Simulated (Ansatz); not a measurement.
Planning a GW calculation on ZnPS3 (C2/m).

```xyz
10
Lattice="2.9241 -5.0686 0.0002 2.9241 5.0686 0.0002 -1.9314 0.0000 6.3014" Properties=species:S:1:pos:R:3 pbc="T T T"
Zn    2.9241   -1.6978    0.0002
Zn    2.9241    1.6978    0.0002
P     3.9129    0.0000    5.2087
P     0.0040    0.0000    1.0931
S     2.9300    1.7044    4.7185
S     0.9868    1.7044    1.5833
S     3.8823    0.0000    1.5794
S     0.0346    0.0000    4.7224
S     0.9868   -1.7044    1.5833
S     2.9300   -1.7044    4.7185
```

The structure was relaxed with LDA. The runs that relaxed it are not among those shown. PAW set soft_2, made with PBE.

Runs so far (Ansatz 0.2.0, start LDA, default PAW files, 4×4×2 mesh). Times are wall times on 1 × NVIDIA H100 80GB HBM3 with 8 threads of AMD EPYC 7R13 (Zen 3), shared host, good to a factor of about two.

```csv
bands summed,cutoff (eV),gap on the mesh (eV),time
163,45,3.501,5.2 s
397,90,3.429,8.1 s
```

**Question.** What should the next rung give, with 814 bands and screening to 150 eV, and where is the limit?

The error falls about as one over the bands when the cutoff rises with them. A line through the two highest rungs given predicts 3.403 eV; the run gave 3.405 eV, close to it. The two highest rungs put the limit near 3.383 eV, the pair below near 3.379 eV; their difference is a rough measure of what is unsettled in bands and cutoff; the mesh is a separate error.

Gaps are over the mesh's points; an edge off the mesh would be missed. Limits: not at the basis limit; coarse k mesh.

[Paths, hosts, dates, memory and timing lines, banners, echoed tables and standing remarks are left out of the program output.]

[Logs are printed without paths, hosts, clocks, repeated set-up lines and the standing remarks that a program may print on its own settings, such as how far it seeks lower states.]

[Runs of the session that timed out or met a known fault of the program may be left out.]

[Cells called generated may have been cut or substituted from an entry of the Crystallography Open Database or the Materials Project.]

[Hosts, paths, dates, database ids (printed as entryN), source tags and the programs' standing remarks are cut or masked in the printed files.]
